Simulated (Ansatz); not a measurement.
**Site preference of Ti in place of V in random bcc alloy of Cr and V (128 atoms)**

At which site of random bcc alloy of Cr and V (128 atoms) does Ti in place of V cost least, and what about the site decides it?

Calculated with Ansatz 0.2.0; Kohn-Sham DFT, PBE, PAW (set soft_2), plane waves.

### 1. Set-up

The cell holds 128 atoms: 74 Cr and 54 V. Its edges and angles: a = 11.785 Å, b = 11.785 Å, c = 11.785 Å, α = 90.0°, β = 90.0°, γ = 90.0°. It derives from Cr and V (bcc), repeated 4×4×4. Bcc Cr, 4 x 4 x 4 conventional cells, 54 of 128 Cr sites given to V at random (x = 0.422), lattice by Vegard's rule (a = 2.946 Å); minimised with a classical potential.

### 2. Single point at the start

The forces at the start show how far the geometry lies from a minimum of this functional.

Contents of input.yaml:

```yaml
crystal:
  lattice:
    - [11.7848, 0.0, 0.0]
    - [0.0, 11.7848, 0.0]
    - [0.0, 0.0, 11.7848]
  atoms:
    - { symbol: Cr, position: [0.00077, 0.00211, 0.0013], spin: 1.0 }
    - { symbol: Cr, position: [0.12565, 0.12691, 0.1263], spin: 1.0 }
    - { symbol: Cr, position: [0.99956, 0.00119, 0.24998], spin: 1.0 }
    - { symbol: Cr, position: [0.12459, 0.12473, 0.37482], spin: 1.0 }
    - { symbol: Cr, position: [0.00075, 0.00121, 0.49901], spin: 1.0 }
    - { symbol: Cr, position: [0.12594, 0.12664, 0.62324], spin: 1.0 }
    - { symbol: V, position: [0.9993, 0.99812, 0.74984] }
    - { symbol: V, position: [0.1221, 0.12688, 0.87499] }
    - { symbol: Cr, position: [0.99889, 0.25116, 0.0016], spin: 1.0 }
    - { symbol: Cr, position: [0.12431, 0.37542, 0.12509], spin: 1.0 }
    - { symbol: Cr, position: [0.00012, 0.25142, 0.25039], spin: 1.0 }
    - { symbol: Cr, position: [0.12587, 0.37501, 0.37452], spin: 1.0 }
    - { symbol: Cr, position: [0.99942, 0.25068, 0.49853], spin: 1.0 }
    - { symbol: Cr, position: [0.12385, 0.37501, 0.62376], spin: 1.0 }
    - { symbol: V, position: [0.00085, 0.25318, 0.74853] }
    - { symbol: Cr, position: [0.12514, 0.37673, 0.87589], spin: 1.0 }
    - { symbol: Cr, position: [0.00065, 0.49861, 0.00054], spin: 1.0 }
    - { symbol: Cr, position: [0.12539, 0.62346, 0.12387], spin: 1.0 }
    - { symbol: Cr, position: [0.00106, 0.49965, 0.24881], spin: 1.0 }
    - { symbol: V, position: [0.12556, 0.62493, 0.37472] }
    - { symbol: Cr, position: [0.00029, 0.49902, 0.49959], spin: 1.0 }
    - { symbol: V, position: [0.12357, 0.62287, 0.62456] }
    - { symbol: Cr, position: [0.99834, 0.50109, 0.74982], spin: 1.0 }
    - { symbol: Cr, position: [0.12385, 0.6233, 0.87552], spin: 1.0 }
    - { symbol: V, position: [0.99866, 0.74975, 0.99917] }
    - { symbol: V, position: [0.12593, 0.87517, 0.12644] }
    - { symbol: V, position: [8.0e-05, 0.74887, 0.25158] }
    - { symbol: Cr, position: [0.12464, 0.87556, 0.37495], spin: 1.0 }
    - { symbol: Cr, position: [0.9991, 0.74985, 0.50077], spin: 1.0 }
    - { symbol: V, position: [0.1242, 0.87611, 0.62174] }
    - { symbol: Cr, position: [0.0, 0.74755, 0.74781], spin: 1.0 }
    - { symbol: V, position: [0.12654, 0.87308, 0.87529] }
    [... 90 atom lines left out ...]
    - { symbol: Cr, position: [0.74927, 0.74932, 0.24999], spin: 1.0 }
    - { symbol: V, position: [0.87451, 0.87596, 0.37634] }
    - { symbol: Cr, position: [0.75011, 0.74915, 0.49735], spin: 1.0 }
    - { symbol: Cr, position: [0.87459, 0.87366, 0.62334], spin: 1.0 }
    - { symbol: V, position: [0.75123, 0.7493, 0.74978] }
    - { symbol: V, position: [0.8744, 0.87614, 0.87451] }
magnetization:
  spin_polarized: true
kpoints:
  mp_grid: { grid: [2, 2, 2] }
hamiltonian:
  xc: pbe
scf:
  occupations: { method: cold, width: 0.15 }
  lower_state_search: "off"
output:
  forces: true
```

Command:

```
$ ansatz run input.yaml --threads 5 --pin off --max-ram 76800MiB --backend cuda --events-out ev --progress --plain --runs-dir out
```

Log:

```text
[...]
Pseudopotentials: kind: paw
Pseudopotential: Cr, paw, valence charge 14, recommended cutoff 420 eV (normal), Cr.paw.azcp
Pseudopotential: V, paw, valence charge 13, recommended cutoff 420 eV (normal), V.paw.azcp
[... 5 lines on functional and potentials left out ...]
device memory: the entry about to start is reckoned to put 50.2 GiB on a device that reports 56.1 GiB free
GPU FFT provider: cuFFT
GPU libraries: cuBLAS 13.8.2, cuFFT 12.4.0, cuSOLVER 12.3.4
Crystal: 128 atoms, lattice volume = 1636.691 Å³
Basis set: ecut = 420 eV, 31919 PW (Γ), exchange–correlation on 160×160×160 points (8 copies of the dense FFT grid, shifted against one another)
Bands: 1088, of which v1, the nominal top of the filled ones, is band 869 counted from 1 (868 counted from 0)
Symmetry: 1 space group operations
Space group: P1 (ITA 1), of the structure as read, at distance tolerance 1.2e-4 Å
Magnetic group: BNS 1.1 (UNI 1), of the structure as read, at distance tolerance 1.2e-4 Å
k-points: 8
[... 5 lines on functional and potentials left out ...]
Initial density: superposition of atomic densities (chi_scale 0.1, normalization cell)
Starting moments: Σ|m| = 74 μB on 74 of 128 sites
Initial wavefunctions: pseudopotential atomic-orbital guess
GPU buffer pool allocated for 512000 grid points (all kernels)
GPU transforms: local potential and band sums: pruned to the plane-wave sphere, on 80×80×80
[...]
SCF iter   1: F=—  HF=-407571.685863 eV  |F-HF|=—  |Δ(HF+E_count)|=         —  Δρ=2.39e-1 (↑2.39e-1 ↓1.57e-1)  dr2=4.62e3  dr2_m=4.05e1  M=22.757 μB ∫|m|=35.766 μB  β_m=0.30  ethr=3.10e-3  ⟨swp⟩=4.8  Hψ=56835  notcnv=0
preconditioner: auto → Kerker (q_TF=auto, 2.756 Å⁻¹)  [metal: Δε(μ)=0.003 eV  Ē_g=4.231 eV  σ=0.150 eV  W_gap=0.01  n_scr=586 (ndim 8)  ℏωp=24.5 eV  f_vac=0.000  D(μ)=96.18/eV (n_scr^D=948)]
spin=Collinear: Kerker preconditioning applied to the charge; magnetization (m = ρ↑ − ρ↓) channel mixes plain (no charge-response kernel on spin).
SCF iter   2: F=—  HF=-407328.483904 eV  |F-HF|=—  |Δ(HF+E_count)|=    2.43e2  S|Δr|=    0.00e0  Δρ=1.27e-1 (↑1.04e-1 ↓1.27e-1)  dr2=1.11e3  dr2_m=1.38e1  M=21.119 μB ∫|m|=33.490 μB  β_m=0.30  ethr=3.10e-3  ⟨swp⟩=4.2  Hψ=41708  notcnv=0  defer=2572
SCF iter   3: F=—  HF=-407252.377794 eV  |F-HF|=—  |Δ(HF+E_count)|=    7.61e1  S|Δr|=    0.00e0  Δρ=6.99e-2 (↑6.99e-2 ↓3.49e-2)  dr2=1.85e2  dr2_m=1.23e1  M=15.361 μB ∫|m|=27.580 μB  β_m=0.30  ethr=3.10e-3  ⟨swp⟩=3.8  Hψ=39217  notcnv=0  defer=2425
[...]
SCF iter   8: F=—  HF=-407226.824104 eV  |F-HF|=—  |Δ(HF+E_count)|=   5.05e-3  S|Δr|=    0.00e0  Δρ=1.31e-2 (↑1.31e-2 ↓9.13e-3)  dr2=2.17e0  dr2_m=1.55e0  M=4.242 μB ∫|m|=16.517 μB  β_m=0.30  ethr=2.57e-4  ⟨swp⟩=2.1  Hψ=21223  notcnv=0  defer=2689
Mixer restart at iter 8: flushing history
spin-set hold released at iteration 8 (site moments contracting): the magnetisation degrees of freedom join the quasi-Newton model from the next iteration; the mixer history was flushed
SCF iter   9: F=—  HF=-407226.981199 eV  |F-HF|=—  |Δ(HF+E_count)|=   1.57e-1  S|Δr|=    0.00e0  Δρ=1.17e-2 (↑9.16e-3 ↓1.17e-2)  dr2=3.12e0  dr2_m=1.06e0  M=3.163 μB ∫|m|=14.912 μB  β_m=0.40  ethr=1.25e-4  ⟨swp⟩=2.0  Hψ=22308  notcnv=0  defer=2704
SCF iter  10: F=—  HF=-407227.554326 eV  |F-HF|=—  |Δ(HF+E_count)|=   5.73e-1  S|Δr|=    0.00e0  Δρ=1.41e-2 (↑1.41e-2 ↓1.27e-2)  dr2=1.20e1  dr2_m=6.80e-1  M=2.237 μB ∫|m|=13.093 μB  β_m=0.05  ethr=1.25e-4  ⟨swp⟩=3.2  Hψ=28027  notcnv=0  defer=2704  recentre
[...]
SCF iter  71: F=—  HF=-407227.375730 eV  |F-HF|=—  |Δ(HF+E_count)|=   2.16e-8  S|Δr|=    0.00e0  Δρ=1.85e-6 (↑1.85e-6 ↓1.71e-6)  dr2=2.62e-7  dr2_m=3.62e-9  M=-0.000 μB ∫|m|=0.004 μB  β_m=0.34  ethr=1.00e-12  ⟨swp⟩=2.0  Hψ=28677  notcnv=0
SCF iter  72: F=-407227.375729 eV  HF=-407227.375729 eV  |F-HF|=4.62e-8  |Δ(HF+E_count)|=   4.77e-9  S|Δr|=    0.00e0  Δρ=7.78e-7 (↑7.71e-7 ↓7.78e-7)  dr2=4.83e-8  dr2_m=1.53e-9  M=-0.000 μB ∫|m|=0.003 μB  ethr=1.00e-12  ⟨swp⟩=1.0  Hψ=44489  notcnv=0
WARN: the starting moments were not kept: the SCF closed with an absolute magnetisation of 2.5e-3 μB, where they sum to 74 μB in size (74 sites). That is at most 0.1 of that sum. Measured as dr2_m measures the in/out step, that magnetisation stands 9.5e-8 eV from none, [...]
SCF 1 converged in 72 iterations: F = -407227.375729 eV  dr2 = 4.83e-8
[...]
this state was not tested for a lower state beside it, because cold or Methfessel-Paxton smearing, or corrected tetrahedra, fill the levels in a way that the test cannot read (fill_not_monotonic; see scf.lower_state_search)
SCF converged after 72 iterations
Magnetization: -0.0001 μB (869.0000 up, 869.0000 down)
Absolute magnetization: 0.0026 μB (∫|ρ↑−ρ↓|, with the PAW one-centre terms)
Spin contamination: 0.0000 ħ² per cell (⟨S²⟩ above its minimum at these occupations)
Per-site moments (μB) at R_I (Å): [(2.023463e-5, 1.045365), (-2.634360e-5, 1.045892), (-1.098583e-5, 1.044668), (8.402076e-6, 1.042807), (-1.878916e-5, 1.042080), [...]
Free energy (F): -407227.375729 eV
Harris-Foulkes:  -407227.375729 eV  (|F-HF|=4.62e-8)
Internal energy: -407227.545524 eV  (E = F + TS)
E sigma→0 (E₀):  -407227.432328 eV
Entropy (-TS):   0.169795 eV (1.327 meV/atom)
Fermi energy:    17.238775 eV
Step filling:    the computed levels leave a gap of 0.0026 eV = 0.0 smearing widths at the electron count; against every level under it full and every level over it empty, smearing changes F+E_penalty+E_count by -26.175 meV and its σ→0 estimate by -82.773 meV
--- Per-component energies (eV) ---
[...]
Σ components = -407227.375729   (vs F -407227.375729, Δ=0.00e0)
--- Forces (eV/Å), atoms counted from 1 ---
  atom   1  Cr    -0.03897315     0.05085434    -0.07840963
  atom   2  Cr    -0.58438059    -0.03532731     0.02640896
  atom   3  Cr     0.50265429     0.10773712     0.20783186
  atom   4  Cr    -0.27797306    -0.00601302     0.05460834
[...]
atom 128  V      0.05065591    -0.19729065     0.03311965
  max |Σ_I F_I| component: 8.37e-6 eV/Å
```

Elapsed: 57 s, on 1 × NVIDIA H100 80GB HBM3 with 5 threads of AMD EPYC 7R13 (Zen 3), shared host; peak memory 2.4 GiB; 3.3 min of CPU time.

Reading the cycles: dr2 is the Hartree energy of the density residual (eV), the measure of convergence; HF is the Harris–Foulkes estimate of the energy, which meets the free energy F at convergence.

That memory is the host's; the program planned 50.2 GiB on the GPU.

The program notes that starting moments were not kept and the stability of the SCF solution was not settled.

The r.m.s. force at the start is 0.21 eV/Å.

### 3. Relaxation

With the cell held, the atoms are moved downhill towards a nearby minimum.

Contents of input.yaml:

```yaml
crystal:
  lattice:
    - [11.7848, 0.0, 0.0]
    - [0.0, 11.7848, 0.0]
    - [0.0, 0.0, 11.7848]
  atoms:
    [... the 128 atom lines of step 2 ...]
magnetization:
  spin_polarized: true
kpoints:
  mp_grid: { grid: [2, 2, 2] }
hamiltonian:
  xc: pbe
scf:
  occupations: { method: cold, width: 0.15 }
  lower_state_search: "off"
output:
  forces: true
relax:
  f_tol: 0.05
  max_steps: 120
```

Log:

```text
[...]
GPU FFT provider: cuFFT
GPU libraries: cuBLAS 13.8.2, cuFFT 12.4.0, cuSOLVER 12.3.4
Crystal: 128 atoms, lattice volume = 1636.691 Å³
Basis set: ecut = 420 eV, 31919 PW (Γ), exchange–correlation on 160×160×160 points (8 copies of the dense FFT grid, shifted against one another)
Bands: 1088, of which v1, the nominal top of the filled ones, is band 869 counted from 1 (868 counted from 0)
Symmetry: 1 space group operations
[...]
k-points: 8
[...]
Starting moments: Σ|m| = 74 μB on 74 of 128 sites
[...]
GPU buffer pool allocated for 512000 grid points (all kernels)
[...]
SCF iter   1: F=—  HF=-407571.685860 eV  |F-HF|=—  |Δ(HF+E_count)|=         —  Δρ=2.39e-1 (↑2.39e-1 ↓1.57e-1)  dr2=4.62e3  dr2_m=4.05e1  M=22.757 μB ∫|m|=35.766 μB  β_m=0.30  ethr=3.10e-3  ⟨swp⟩=4.8  Hψ=56835  notcnv=0
[...]
SCF iter  46: F=-407227.375677 eV  HF=-407227.375730 eV  |F-HF|=5.30e-5  |Δ(HF+E_count)|=   2.84e-6  S|Δr|=    0.00e0  Δρ=2.57e-5 (↑2.57e-5 ↓2.40e-5)  dr2=5.45e-5  dr2_m=9.17e-7  M=-0.001 μB ∫|m|=0.092 μB  ethr=4.50e-10  ⟨swp⟩=1.0  Hψ=38211  notcnv=0
SCF 1 converged in 46 iterations: F = -407227.375677 eV  dr2 = 5.45e-5
[...]
relax step   1: F+E_penalty+E_count = -407227.37567652 eV  Δ(F+E_penalty+E_count) = +0.000e0 eV  max|allowed force component| = 6.332e-1 eV/Å  Δτ_max = 0.0000 Å  (46 SCF iters, dr2 threshold 6.25e-5 eV, accepted)
[...]
relax step   2: F+E_penalty+E_count = -407227.97781125 eV  Δ(F+E_penalty+E_count) = -6.021e-1 eV  max|allowed force component| = 2.147e-1 eV/Å  Δτ_max = 0.0698 Å  (14 SCF iters, dr2 threshold 2.51e-5 eV, accepted)
[...]
relax step   3: F+E_penalty+E_count = -407228.01203369 eV  Δ(F+E_penalty+E_count) = -3.422e-2 eV  max|allowed force component| = 5.984e-2 eV/Å  Δτ_max = 0.0591 Å  (23 SCF iters, dr2 threshold 2.88e-6 eV, accepted)
[...]
relax step   4: F+E_penalty+E_count = -407228.04595118 eV  Δ(F+E_penalty+E_count) = -3.392e-2 eV  max|allowed force component| = 1.640e-2 eV/Å  Δτ_max = 0.0372 Å  (29 SCF iters, accepted)
[...]
NSCF: frozen V_eff on 8 k-points
the band table was solved once a step of the walk had ended and its energy, with any forces and stress, was formed, with the checks that follow a solve (63912 applications of the Hamiltonian). They found nothing against the state; the energy, forces and stress were not computed again (output.eigenvalues in the input reference)
SCF converged after 29 iterations
Stability not checked: this state was not tested for a lower state beside it, because cold or Methfessel-Paxton smearing, or corrected tetrahedra, fill the levels in a way that the test cannot read (fill_not_monotonic; see scf.lower_state_search)
Magnetization: -0.0000 μB (869.0000 up, 869.0000 down)
Absolute magnetization: 0.0042 μB (∫|ρ↑−ρ↓|, with the PAW one-centre terms)
[...]
Per-site moments (μB) at R_I (Å): [(2.088852e-5, 1.043825), (-3.767027e-5, 1.025649), (3.003377e-5, 1.029345), (-3.620541e-5, 1.029345), (3.807207e-5, 1.040749), [...]
Free energy (F): -407228.045951 eV
[...]
Internal energy: -407228.183238 eV  (E = F + TS)
E sigma→0 (E₀):  -407228.091713 eV
Entropy (-TS):   0.137287 eV (1.073 meV/atom)
Fermi energy:    17.249078 eV
[...]
--- Forces (eV/Å), atoms counted from 1 ---
  atom   1  Cr    -0.00283736     0.00650946    -0.00607303
  atom   2  Cr    -0.00214812    -0.00380935     0.00160293
  atom   3  Cr    -0.00320599     0.00039313     0.00393622
  atom   4  Cr     0.00428972     0.00380234     0.00835591
  atom   5  Cr    -0.00312779    -0.00475740     0.00085422
  atom   6  Cr     0.01336920    -0.00004215    -0.00314400
  atom   7  V      0.00238503    -0.01003095     0.00618407
  atom   8  V     -0.00478581    -0.00127467    -0.00301780
  atom   9  Cr    -0.00070782    -0.00687790     0.00218633
  atom  10  Cr     0.00052720    -0.00485704    -0.00177765
  atom  11  Cr     0.00626040     0.00956601    -0.00004574
  atom  12  Cr    -0.00219946    -0.00197433    -0.00143945
  atom  13  Cr     0.00297834     0.00796921    -0.00027868
  atom  14  Cr    -0.00724137     0.00083917    -0.00436330
[...]
atom 127  V      0.00434451    -0.00312797     0.00395556
  atom 128  V      0.00417660     0.00040832    -0.00508883
  max |Σ_I F_I| component: 5.23e-6 eV/Å
--- Band table (eV; the first three rows and the last of 16) ---
[...]
--- Relaxed structure (4 steps of the walk, 4 accepted, 0 SCFs on fresh bases) ---
  F+E_penalty+E_count = -407228.04595118 eV   max|allowed force component| = 1.640e-2 eV/Å
  atoms:
    - { symbol: Cr, position: [0.000503938, 0.00213896, 0.000941501] }
    - { symbol: Cr, position: [0.122276, 0.126763, 0.127099] }
    - { symbol: Cr, position: [1.003287, 0.000735605, 0.252119] }
    - { symbol: Cr, position: [0.123439, 0.124052, 0.375378] }
[...]
- { symbol: V, position: [0.875174, 0.873901, 0.874736] }
```

Wall time 1.8 min (1 × NVIDIA H100 80GB HBM3 with 5 threads); peak memory 4.5 GiB; 6.1 min of CPU time.

That memory is the host's; the program planned 56.2 GiB on the GPU.

The relaxation converged after 4 steps, 0.670 eV below its start, with a largest force component of 0.016 eV/Å.

[end of part 1 of 3]

[Long decimals in the printed logs are rounded to 6 places.]

[Logs are printed without paths, hosts, clocks, repeated set-up lines and the standing remarks that a program may print on its own settings, such as how far it seeks lower states.]

[Hosts, paths, dates, database ids (printed as entryN), source tags and the programs' standing remarks are cut or masked in the printed files.]
